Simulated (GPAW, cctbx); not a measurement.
# How far are the atoms of Zr3W from free atoms?

Aim: compute the bonding part of the density of Zr3W, find which reflections carry it, and see how it biases an ordinary refinement.

The cell comes from substitution in a known structure type and wasn't matched to any measured phase. All numbers below are calculated.

## Step 1: Find the equilibrium geometry

The density hangs on the geometry, so cell and atoms are relaxed first, with the symmetry held. The cutoff is set higher than for the density because stress converges slowly with plane waves.

Settings: GPAW 26.7.0, PBE, 570 eV, 5×5×5 k-points, Fermi–Dirac width 0.1 eV, BFGS to 0.03 eV/Å.

```text
cell
1.0
     0.000000000    3.565000000    3.565000000
     3.565000000    0.000000000    3.565000000
     3.565000000    3.565000000    0.000000000
W Zr
1 3
Direct
0.000000000 0.000000000 0.000000000
0.500000000 0.500000000 0.500000000
0.250000000 0.250000000 0.250000000
0.750000000 0.750000000 0.750000000
```

```console
$ OMP_NUM_THREADS=1 mpirun -n 4 gpaw python run.py > gpaw.log
```

```text
BFGS:    0      -32.917149        1.473219
BFGS:    1      -33.002196        1.260807
BFGS:    2      -33.215778        0.108613
BFGS:    3      -33.217988        0.007549
cell  4.8731 4.8731 4.8731  60.00 60.00 60.00
volume 81.826 A^3, largest force 0.000 eV/A, largest stress 0.06 GPa
```

After 3 steps the volume has changed by -9.7 % and the energy by -0.301 eV; the largest stress left is 0.06 GPa. It took 25 s on 4 cores of Intel(R) Xeon(R) Platinum 8488C (Sapphire Rapids) (shared host), peak memory 0.81 GiB.

Relaxed structure: Fm-3m (no. 225), a = 6.8916 Å, b = 6.8916 Å, c = 6.8916 Å, α = 90.00°, β = 90.00°, γ = 90.00°.

| atom | mult. | x | y | z |
| --- | --- | --- | --- | --- |
| W1 | 4 | 0 | 0 | 0 |
| Zr1 | 4 | 1/2 | 0 | 0 |
| Zr2 | 8 | 1/4 | 3/4 | 3/4 |

## Step 2: The all-electron density

X-rays see the whole electron density, so the PAW density is rebuilt with its core regions. Subtracting spherical free atoms from the same code cancels the cores and leaves the deformation density Δρ, the part due to bonding.

Settings: PBE, 450 eV, 6×6×6 k-points, Fermi–Dirac width 0.1 eV; primitive cell of 4 atoms.

```console
$ OMP_NUM_THREADS=1 mpirun -n 4 gpaw python run.py > gpaw.log
```

```text
|iter:   1|       0s |  -33.598560 | +0.06 |       |
|iter:   2|       0s |  -33.497361 | -1.52 | -1.32 |
|iter:   3|       1s |  -33.226683 | -1.09 | -1.35 |
...
|iter:   9|       3s |  -33.026021c| -6.04 | -3.93 |
|iter:  10|       3s |  -33.026017c| -7.12 | -4.29c|
|iter:  11|       4s |  -33.026020c| -7.94c| -4.95c|
```

```text
grid (48, 48, 48)  electrons 194.000  moved by bonding 0.764 e
deformation density beyond 0.5 A of the nuclei: max 0.037, min -0.153 e/A^3
atom        x       y       z   Voronoi charge  moment
W 1    0.0000  0.0000  0.0000     -0.053       0.00
Zr2    0.5000  0.5000  0.5000      0.033       0.00
Zr3    0.2500  0.2500  0.2500      0.010       0.00
Zr4    0.7500  0.7500  0.7500      0.010       0.00
mean inner potential of superposed free atoms 27.621 V
total magnetic moment 0.000 muB
```

Deformation density in a plane through the shortest contact of the W atom at the origin, in 0.01 e/Å³ (clipped at ±99); x from -1.6 to 4.6 Å, y from 2.4 down to -2.4 Å:

```text
 -4  -7  -7  -1  -1   0  -1  -2  -6  -5  -2  -2   0  -1  -2  -7
 -4  -3  -1  -1   1   2   1  -2  -2  -1  -2  -1   1   0  -3  -4
 -1   0   1   2   3   3   2   1   0  -1  -1   0   1   1   0  -1
  2   3   3   2   0   0   1   3   2   0  -1  -1  -1   0   1   1
  2   3   0   0  -3 -10  -3   2   2  -1   0   1  -4  -3   0   1
  2   2  -2  -1   . -12  -4   2   2  -1  -1   .  -7  -2  -1   0
  2   1   2   .   .  -1   0   2   2  -1  -7   .   .   2  -2  -1
  2   1  -5 -13   .  -1  -2   2   2  -2  -6   .  -6  -1  -1   0
  3   2  -5 -10  -1  -1   1   3   2  -2  -4  -3  -1   0   1   2
  2   3   1  -1   1   2   3   3   2   0  -1   0   2   2   3   3
  0   2   3   3   3   2   1   0   0   1   2   3   2   2   0   0
 -2  -1   1   2   1  -1  -2  -4  -4   1   3   2  -1   1  -7  -8
 -5  -2  -1   0  -1  -2  -7  -7  -3   0   3   0  -2  -1 -11  -8
```

Atoms in or within 0.15 Å of the plane: W (0.0, 0.0), Zr (3.0, 0.0) Å. Dots mark points within about 0.45 Å of a nucleus; large values next to them are atomic features.

W gains most (-0.05 e) and Zr loses most (+0.02 e), in averages over each element's sites, as electronegativity suggests. Along the shortest contact from the W atom at the map's origin, W–Zr at 2.98 Å, Δρ is +0.03 e/Å³ at the midpoint and highest, +0.04, 0.67 Å from W (points within 0.5 Å of a nucleus left out): little piles up between the atoms, as is usual in a metallic crystal, which this run finds. At the midpoints of other shortest contacts it is -0.01 (Zr–Zr, 2.98 Å) e/Å³. Point values carry grid noise of about 0.01 e/Å³. The run needed 11 iterations, 11 s.

## Step 3: Structure factors

The Fourier components of Δρ, added to those of the free atoms, give the static X-ray structure factors; the Mott–Bethe relation turns them into the Fourier components V of the potential that fast electrons feel.

```text
static structure factors of the conventional cell: F in electrons, V (Mott-Bethe) in volts
   h  k  l      d  |F| table  |F| free   |F| DFT   change   |V| free  |V| DFT  change %
   1  1  1  3.9789   131.893   131.635   131.718    0.083     0.968    0.949     -1.9
   0  2  0  3.4458   130.129   129.912   129.822   -0.089     1.012    1.027      1.5
   0  2  2  2.4365   622.070   621.446   619.795   -1.651    12.849   12.986      1.1
   1  3  1  2.0779   120.226   119.920   119.483   -0.437     0.972    0.999      2.7
   2  2  2  1.9894   119.103   118.751   118.421   -0.330     0.956    0.974      1.9
   0  4  0  1.7229   554.897   554.359   554.083   -0.276     9.213    9.225      0.1
   1  3  3  1.5810   112.087   111.577   111.737    0.160     0.855    0.849     -0.7
   0  4  2  1.5410   111.165   110.657   110.666    0.008     0.843    0.842     -0.0
   2  4  2  1.4067   508.307   508.433   508.938    0.506     7.415    7.401     -0.2
   3  3  3  1.3263   105.119   104.721   105.129    0.408     0.770    0.760     -1.3
   1  5  1  1.3263   105.119   104.721   104.612   -0.109     0.770    0.773      0.3
   0  4  4  1.2183   473.532   473.852   474.085    0.233     6.280    6.275     -0.1
   1  5  3  1.1649    99.024    98.794    98.937    0.143     0.707    0.704     -0.4
   2  4  4  1.1486    98.320    98.108    98.181    0.073     0.700    0.699     -0.2
```

The largest X-ray change is -1.65 e on 022, 0.3 % of |F|. For electrons V goes as (Z − F)/g², so a change of F counts against Z − F, which is small at low angle and wherever the atoms' terms cancel: |V| of 131 moves by +2.7 % (0.97 to 1.00 V) against -0.4 % in |F|. The tabulated Hartree–Fock atoms differ from the free DFT atoms by up to 0.62 e, so the choice of reference atom matters too.

## Step 4: Which functional?

The same geometry is run with other functionals, to see whether the bonding signal is larger than the spread between approximations. Free atoms are LDA for LDA and PBE otherwise. Any other changed setting is in the row's label.

| run | ΔF 022 (e) | ΔF 242 (e) | ΔF 131 (e) | q(W) (e) | moved (e) | time |
| --- | --- | --- | --- | --- | --- | --- |
| PBE | -1.651 | +0.506 | -0.437 | -0.053 | 0.764 | 11 s |
| LDA | -1.551 | +0.408 | -0.415 | -0.060 | 0.701 | 11 s |
| RPBE | -1.655 | +0.525 | -0.447 | -0.055 | 0.796 | 11 s |

At the base's settings ΔF(022) spans -1.655 to -1.551 e, a spread of 6 % of the PBE value; over the three listed reflections the spread is at most 23 %, so sign and size hold across the functionals. Times are from shared hosts.

## Step 5: Refining ordinary atoms against data with bonding

Routine crystallography fits spherical atoms. To see the bias, intensities are simulated from tabulated atoms plus the DFT change ΔF, so that bonding alone can misfit (5328 reflections of the full sphere, merged to the counts below, to 0.4 Å, 0.5 % proportional noise plus counting noise, assumed isotropic U as listed, Δρ smeared by the mean U) and refined with cctbx over different ranges.

| range | data | R1 | GooF | U W1 (true 0.0043) | U Zr1 (true 0.0054) | U Zr2 (true 0.0054) | largest shift (Å) | Δρ max, min (e/Å³) |
| --- | --- | --- | --- | --- | --- | --- | --- | --- |
| all data | 175 | 0.0021 | 0.94 | 0.0043 | 0.0054 | 0.0054 | 0.0000 | 0.28, -0.27 |
| low resolution, d > 0.84 | 27 | 0.0018 | 1.23 | 0.0043 | 0.0053 | 0.0054 | 0.0000 | 0.10, -0.11 |
| high order, d < 0.75 | 137 | 0.0023 | 0.87 | 0.0043 | 0.0054 | 0.0054 | 0.0000 | 0.23, -0.27 |
| occupancies free, d > 0.7 | 41 | 0.0017 | 1.17 | 0.0043 | 0.0054 | 0.0053 | 0.0000 | 0.12, -0.16 |

With all data GooF is 0.94, so at this noise the bonding hardly shows; the top residual peak lies 1.72 Å from Zr and 1.72 Å from Zr. No U is off by more than 3 s.u. at low resolution. Symmetry fixes every coordinate, so the shifts are zero by construction. With W1 held at 1 and the scale free, the other occupancies refine to Zr1 1.000(0.001) and Zr2 0.998(0.001), within three s.u. of full.

## Step 6: Answer

Bonding moves 0.76 e in the primitive cell of Zr3W and changes the structure factors of the conventional cell in the table above by at most 1.65 e (022, 0.3 %), and among reflections above 2 % of the strongest by up to 0.4 % (333). The shortest bond, W–Zr, has Δρ = +0.03 e/Å³ at its midpoint, with no localised bond charge. At the base's settings ΔF(022) spans -1.655 to -1.551 e, a spread of 6 % of the PBE value; over the three listed reflections the spread is at most 23 %, so sign and size hold across the functionals. With all data GooF is 0.94, so at this noise the bonding hardly shows. Limits: static density, frozen cores, no spin–orbit coupling.

[Outputs are excerpts: Python notices, other lines and further rows are left out; steps that failed or that the build refused (PBEsol, TPSS) are not shown.]

[Logs are printed without paths, hosts, clocks, repeated set-up lines and the standing remarks that a program may print on its own settings, such as how far it seeks lower states.]
